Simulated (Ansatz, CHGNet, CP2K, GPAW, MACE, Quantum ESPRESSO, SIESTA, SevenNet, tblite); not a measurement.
# Running random packing of C72N28 (at. %) (57 atoms) with tblite

How do the settings of tblite change the result for random packing of C72N28 (at. %) (57 atoms)? A plane-wave run serves as the yardstick.

Program: tblite 0.8.0. Level of theory: the method is named at each step. Results are calculated unless marked as measured.

## Step 1: Starting point

The cell holds 57 atoms: 41 C and 16 N. Its edges and angles: a = 7.976 Å, b = 7.976 Å, c = 7.976 Å, α = 90.0°, β = 90.0°, γ = 90.0°. 57 atoms (41 C, 16 N) packed at random in a cube at 2.35 g/cm³ and pushed apart as soft spheres; a start for melting by ab initio MD, not an equilibrated structure. Then every atom was moved at random, 0.02 Å r.m.s. a Cartesian component.

The yardstick, on the same geometry:

```
method                 : Kohn-Sham DFT, PBE, PAW, plane waves (Ansatz 0.2.0); cutoff 420 eV, Γ point, fermi-dirac smearing of 0.05 eV; PAW set soft_2
r.m.s. force component : 1.976 eV/Å
longest force          : 7.262 eV/Å
pressure               : -26.61 GPa
SCF cycles             : 9
time                   : 3.3 s on 4 threads of Arm Neoverse V1, shared host
CPU time               : 12 s
```

## Step 2: GFN2-xTB

Method: GFN2-xTB tight binding, diagonalisation.

run.py

```python
import numpy as np
from ase.io import read
from tblite.ase import TBLite

atoms = read("structure.xyz")
atoms.calc = TBLite(method="GFN2-xTB", electronic_temperature=580, accuracy=1.0, max_iterations=250, mixer_damping=0.1, verbosity=1)
energy = atoms.get_potential_energy()
forces = atoms.get_forces()
print(f"energy {energy:.6f} eV")
print("forces (eV/A)")
for i, (a, f) in enumerate(zip(atoms, forces)):
    print(f"{i:4d} {a.symbol:2s} {f[0]:10.5f} {f[1]:10.5f} {f[2]:10.5f}")
stress = -atoms.get_stress(voigt=False) * 160.21766
print("stress (GPa, compression positive)")
for row in stress:
    print(" ".join(f"{x:10.4f}" for x in row))
print("charges (e)")
print(np.array2string(atoms.get_charges(), precision=4, suppress_small=True, max_line_width=110, threshold=100000))
```

structure.xyz

```xyz
57
Lattice="7.97600 0.00000 0.00000 0.00000 7.97600 0.00000 0.00000 0.00000 7.97600" Properties=species:S:1:pos:R:3 pbc="T T T"
C 0.04762 3.86046 6.68078
C 0.31521 4.44367 4.53866
C 0.40478 6.13929 6.37322
C 3.15323 7.38841 2.72093
C 6.11919 5.20673 7.83602
C 3.87570 5.01690 5.44705
C 7.41569 3.40838 3.23810
C 4.54879 2.05191 1.74938
C 5.26193 4.01217 6.81868
C 4.25344 3.44428 4.80291
C 4.81232 7.42566 6.37777
C 3.31491 0.18720 6.80106
C 1.41965 5.94994 3.16902
C 7.51850 6.70415 4.04479
C 2.67547 2.74486 7.38506
C 3.80479 5.81299 6.95667
C 2.86314 4.65136 3.76220
C 7.75897 1.06695 5.51772
C 2.25832 4.92917 6.10587
C 7.08628 3.53720 0.12379
C 4.46911 4.11314 3.26298
C 7.15551 1.34731 3.85695
C 0.53328 4.37707 1.57574
C 5.18663 0.95600 2.98940
C 5.77662 7.25497 0.76259
C 2.20520 3.26944 5.62292
C 0.01468 0.85200 7.60679
C 2.21167 4.54752 1.28493
C 0.63282 2.78083 0.31713
C 1.42108 0.85638 6.60381
C 6.42092 4.57966 4.69930
C 4.46233 6.25470 1.73231
C 2.26048 6.68221 5.32893
C 0.27238 1.00673 2.30171
C 5.29973 4.57727 1.63755
C 6.40808 0.07274 5.31616
C 4.37978 7.11842 4.67473
C 4.57121 1.92732 5.62787
C 6.00146 2.44185 4.86010
C 7.81672 5.23385 0.00040
C 3.90649 5.03054 0.60737
N 6.74770 6.05426 1.63237
N 6.03448 3.11303 2.06235
N 0.84091 2.46107 6.25861
N 2.48237 1.28477 1.91249
N 2.13326 2.92352 1.73103
N 0.53088 7.12759 1.19217
N 5.75644 5.51572 3.31243
N 1.33454 2.69748 3.44348
N 1.36166 5.84346 0.35238
N 6.35934 1.70192 7.31694
N 1.00426 7.87518 3.28755
N 2.50303 0.34137 0.34584
N 5.52370 5.95313 6.15739
N 3.41851 1.54910 3.88383
N 6.64026 7.78673 2.33314
N 4.51777 2.02662 0.07593
```

Run with:

```console
$ OMP_NUM_THREADS=1 python run.py > output.txt
```

The program printed:

```text
------------------------------------------------------------
  cycle        total energy    energy error   density error
------------------------------------------------------------
      1     -121.3834946976  -1.2160156E+02   3.3769122E-01
      2     -124.7113024547  -3.3278078E+00   2.5001466E-01
      3     -125.0332005090  -3.2189805E-01   2.2669556E-01
      4     -126.8217256902  -1.7885252E+00   1.7252860E-01
      5     -126.4788667749   3.4285892E-01   1.3154034E-01
      6     -126.8545163666  -3.7564959E-01   7.2334466E-02
      7     -127.0084651178  -1.5394875E-01   3.7811267E-02
      8     -127.0689179765  -6.0452859E-02   2.6526136E-02
      9     -127.0877413965  -1.8823420E-02   2.1339328E-02
     10     -127.0853934247   2.3479718E-03   1.8709432E-02
     11     -127.0927752816  -7.3818569E-03   1.1662015E-02
     12     -127.0915804685   1.1948131E-03   6.8795158E-03
     13     -127.0942294765  -2.6490080E-03   4.0716132E-03
     14     -127.0949734162  -7.4393971E-04   2.9785994E-03
     15     -127.0950292993  -5.5883085E-05   2.2981052E-03
     16     -127.0950130179   1.6281434E-05   1.6558393E-03
     17     -127.0950690225  -5.6004602E-05   7.6142293E-04
     18     -127.0950884002  -1.9377781E-05   4.7374813E-04
     19     -127.0950901264  -1.7261266E-06   4.0841598E-04
     20     -127.0950921979  -2.0715861E-06   3.2038510E-04
     21     -127.0950933320  -1.1340243E-06   1.8273775E-04
     22     -127.0950940844  -7.5242006E-07   1.0919726E-04
     23     -127.0950941888  -1.0440503E-07   8.3553128E-05
     24     -127.0950942219  -3.3112684E-08   5.9283854E-05
     25     -127.0950942797  -5.7817644E-08   2.5652181E-05
     26     -127.0950942880  -8.2341671E-09   1.7367202E-05
------------------------------------------------------------
 total:                                   4.483 sec
energy -3458.433672 eV
forces (eV/A)
   0 C    -0.28272   -3.09839    1.91488
   1 C    -4.04033    0.10847   -0.51681
   2 C     2.02670   -1.77042    0.59611
   3 C     1.33974   -0.63318    0.19107
   4 C     2.54394   -2.11726   -0.87908
   5 C    -2.43228   -1.47202   -0.26029
   6 C     1.27974   -0.52542   -0.29826
   7 C     3.24574   -2.10523   -2.36588
   8 C     1.46727    1.39714    1.50019
   9 C     0.24323    1.40855   -0.82750
  10 C    -0.60607   -1.54855   -4.17089
  11 C    -0.53507   -0.91169    4.34051
  12 C     0.83579    1.27877    1.47962
  13 C     1.21014    2.49708   -0.79615
  14 C     0.36239    0.10725   -1.72883
  15 C     0.73434   -2.63894    0.08970
  16 C     2.78200    0.13269   -0.89512
  17 C    -3.38967   -1.28316   -1.67656
  18 C     2.81577    0.20450   -3.33346
  19 C     4.05972   -1.68518   -3.75005
  20 C    -2.36002    2.55529    2.84532
  21 C    -1.36709    2.38774    3.61123
  22 C     2.03005   -0.21423   -1.09549
  23 C    -1.93114    1.89065   -2.36495
[...]
49 N    -5.11953    1.05201    0.57364
  50 N     1.68949    0.19741    0.78817
  51 N    -3.01693   -1.42947   -1.93918
  52 N     1.19315    1.46838   -2.37671
  53 N    -3.39598    2.13188    2.96241
  54 N     3.97975   -1.34386    0.19722
  55 N    -1.43866   -0.15135   -2.23923
  56 N     0.86505    0.75517    4.67312
stress (GPa, compression positive)
  -61.8033     3.2619     2.5539
    3.2619   -55.5566     5.1786
    2.5539     5.1786   -55.8051
charges (e)
[ 0.0101 -0.0534 -0.0806 -0.0512  0.0347  0.1037  0.0551  0.0675 -0.0964  0.1137  0.1349  0.0783 -0.045
 -0.0534 -0.0916  0.0304 -0.0454  0.0767  0.0415  0.0417  0.0301  0.0624 -0.0339 -0.0074 -0.1033 -0.0099
  0.0201  0.1034 -0.0192  0.0445 -0.0246  0.0163 -0.0756 -0.0455  0.1506 -0.0006 -0.0628 -0.0309 -0.0051
  0.1898  0.0378 -0.0504 -0.089   0.0638  0.0673  0.0067 -0.0508 -0.0881 -0.0407 -0.0608 -0.0999  0.0415
 -0.0614 -0.019  -0.0653  0.0112 -0.0726]
```

It took 5.2 s on 1 thread of Arm Neoverse V1, shared host; peak memory 0.1 GiB.

Banners, paths, timers and routine set-up lines are dropped from the logs unmarked, and long logs keep their key lines alone; longer cuts are marked.

Numbers from this run, and their distance from the reference:

```
r.m.s. force component                  : 2.31 eV/Å
r.m.s. difference of force components   : 588.7 meV/Å
longest difference of force vectors     : 2132 meV/Å
force difference over r.m.s. force      : 29.79 %
slope of forces against the reference's : 1.139
correlation of force components         : 0.9742
pressure                                : -57.72 GPa
pressure difference                     : -31.11 GPa
```

Length of the force difference by element (eV/Å):

```csv
element,atoms,mean,most
C,41,0.81,1.7
N,16,1.2,2.1
```

A closer look about N44, picked at random: 13 atoms, nearest first, numbered in the order of the input, with positions taken from that point.

| atom | x | y | z | distance (Å) | Mulliken charge (e) | Fx | Fy | Fz (eV/Å) |
| --- | --- | --- | --- | --- | --- | --- | --- | --- |
| N44 | 0.00 | 0.00 | 0.00 | 0.00 | 0.06 | 1.72 | 1.93 | -1.32 |
| C1 | -0.79 | 1.40 | 0.42 | 1.66 | 0.01 | -0.28 | -3.10 | 1.91 |
| C26 | 1.36 | 0.81 | -0.64 | 1.71 | -0.01 | -1.58 | 1.28 | 5.62 |
| C30 | 0.58 | -1.60 | 0.35 | 1.74 | 0.04 | -3.52 | 2.90 | 2.04 |
| C18 | -1.06 | -1.39 | -0.74 | 1.90 | 0.08 | -3.39 | -1.28 | -1.68 |
| C29 | -0.21 | 0.32 | 2.03 | 2.07 | -0.02 | -1.53 | -0.15 | 0.60 |
| C15 | 1.83 | 0.28 | 1.13 | 2.17 | -0.09 | 0.36 | 0.11 | -1.73 |
| C27 | -0.83 | -1.61 | 1.35 | 2.26 | 0.02 | -0.22 | 2.37 | -0.30 |
| C2 | -0.53 | 1.98 | -1.72 | 2.68 | -0.05 | -4.04 | 0.11 | -0.52 |
| C20 | -1.73 | 1.08 | 1.84 | 2.75 | 0.04 | 4.06 | -1.69 | -3.75 |
| N51 | -2.46 | -0.76 | 1.06 | 2.78 | -0.10 | 1.69 | 0.20 | 0.79 |
| C19 | 1.42 | 2.47 | -0.15 | 2.85 | 0.04 | 2.82 | 0.20 | -3.33 |
| N49 | 0.49 | 0.24 | -2.82 | 2.87 | -0.04 | -0.37 | 1.96 | -4.20 |

Atoms are counted from 1 here, from 0 in the log.

Forces lie 30 % from the reference's, at 0.43 times its CPU time (on 1 against 4 cores).

## Step 3: GFN1-xTB

Method: GFN1-xTB tight binding, diagonalisation.

Changes to run.py since step 2:

```diff
@@ -5,3 +5,3 @@
 atoms = read("structure.xyz")
-atoms.calc = TBLite(method="GFN2-xTB", electronic_temperature=580, accuracy=1.0, max_iterations=250, mixer_damping=0.1, verbosity=1)
+atoms.calc = TBLite(method="GFN1-xTB", electronic_temperature=580, accuracy=1.0, max_iterations=250, mixer_damping=0.1, verbosity=1)
 energy = atoms.get_potential_energy()
```

structure.xyz is that of step 2.

The program printed:

```text
------------------------------------------------------------
  cycle        total energy    energy error   density error
------------------------------------------------------------
      1     -123.4912806022  -1.2337354E+02   6.5241024E-01
      2     -127.5225736230  -4.0312930E+00   4.6530728E-01
      3     -128.9814296007  -1.4588560E+00   3.7137430E-01
[...]
18     -130.0805513465  -2.7221884E-07   6.9391839E-05
     19     -130.0805514277  -8.1253773E-08   1.5497475E-05
------------------------------------------------------------
 total:                                   0.736 sec
energy -3539.672099 eV
forces (eV/A)
   0 C    -0.65381   -2.74281    2.39795
   1 C    -5.56409    0.29025   -0.87299
   2 C     2.18619   -1.74068    0.46875
[...]
55 N    -1.65136    0.28937   -2.19206
  56 N    -0.17726    1.08893    4.66858
stress (GPa, compression positive)
  -63.4403     2.1453     3.0096
    2.1453   -53.7965     6.2205
    3.0096     6.2205   -55.3843
charges (e)
[ 0.0381 -0.0161  0.0296  0.1367  0.0627  0.0589  0.1493  0.1996  0.0592  0.083   0.1229  0.142   0.0708
  0.1113  0.0769  0.081   0.016   0.0925 -0.0127  0.0715  0.0608  0.0743  0.0736  0.1125  0.0469  0.047
  0.1208  0.1287  0.0604  0.1161  0.0832 -0.0036 -0.0333  0.1707  0.209   0.0162  0.0117  0.0242  0.0153
  0.1777 -0.0026 -0.1214 -0.2695 -0.1521 -0.02   -0.1047 -0.1358 -0.2545 -0.2048 -0.1758 -0.2678 -0.2274
 -0.228  -0.2267 -0.2687 -0.1674 -0.2581]
```

It took 1.4 s on 1 thread; peak memory 0.1 GiB.

Against the reference:

```
r.m.s. force component                  : 2.492 eV/Å
r.m.s. difference of force components   : 711.6 meV/Å
longest difference of force vectors     : 2643 meV/Å
force difference over r.m.s. force      : 36.01 %
slope of forces against the reference's : 1.23
correlation of force components         : 0.9756
pressure                                : -57.54 GPa
pressure difference                     : -30.93 GPa
```

Against the first run (30 %), the force difference from the reference is 36 %, at 0.27 times the CPU time.

## Step 4: The ladder

Differences are against the plane-wave reference, forces as r.m.s. over components; share is that over the reference's r.m.s. force, slope the least-squares factor from reference forces to these. Total energies of different programs have different zeros and aren't compared.

| run | Δ force, r.m.s. (meV/Å) | share (%) | slope | Δ pressure (GPa) | cores | CPU time | memory (GiB) |
| --- | --- | --- | --- | --- | --- | --- | --- |
| reference | - | - | - | - | 4 | 12 s | 0.58 |
| tblite GFN2-xTB | 589 | 29.8 | 1.139 | -31.1 | 1 | 5.2 s | 0.1 |
| tblite GFN1-xTB | 712 | 36.0 | 1.230 | -30.9 | 1 | 1.4 s | 0.1 |

CPU time is summed over cores on a shared host, where runs went side by side, so it is rough. Symmetry, cutoffs, thresholds, outputs and thread counts weren't matched or tuned between programs; memory under MPI is the largest rank's times the ranks.

Mean charges by element (e), by run and scheme:

```
            run    scheme      C      N
      reference    Löwdin  +0.06  -0.09
tblite GFN2-xTB  Mulliken  +0.01  -0.03
tblite GFN1-xTB  Mulliken  +0.08  -0.19
```

The reference's Löwdin charges lack the electrons that the projection spills, 0.021 e an atom on average.

## Step 5: Outcome

| Property | Result |
| --- | --- |
| nearest in forces | tblite GFN2-xTB, 30 % |
| its CPU time | 5.2 s |

**Reading.** Tight binding differs by 30 % (tblite GFN2-xTB) to 36 % (tblite GFN1-xTB); it is another model, with fitted parameters of its own, and the xTB methods hold dispersion. Of the electronic-structure runs that take under half the reference's CPU time, tblite GFN2-xTB comes nearest, at 30 % in 5.2 s against 12 s; its pressure misses by -31.1 GPa. Charges hang on model, scheme and program or settings: among these rows the mean for N runs from -0.19 to -0.03 e. Periodic xTB results under one method name differ between programs and library versions. The reference's stress is far from hydrostatic: its diagonal is -29.0, -26.0, -24.8 GPa, compression counted positive. The reference's pressure of -27 GPa says that the cell would shrink at this level of theory. The electronic-structure runs sample only Γ, in a cell whose shortest periodic width is 8 Å, which is coarse for a cell with partly filled levels.

[Also dropped from logs without a mark: logging warnings of Python, and SIESTA's first energy breakdown and zero terms.]

[Logs are printed without paths, hosts, clocks, repeated set-up lines and the standing remarks that a program may print on its own settings, such as how far it seeks lower states.]

[Hosts, paths, dates, database ids (printed as entryN), source tags and the programs' standing remarks are cut or masked in the printed files.]
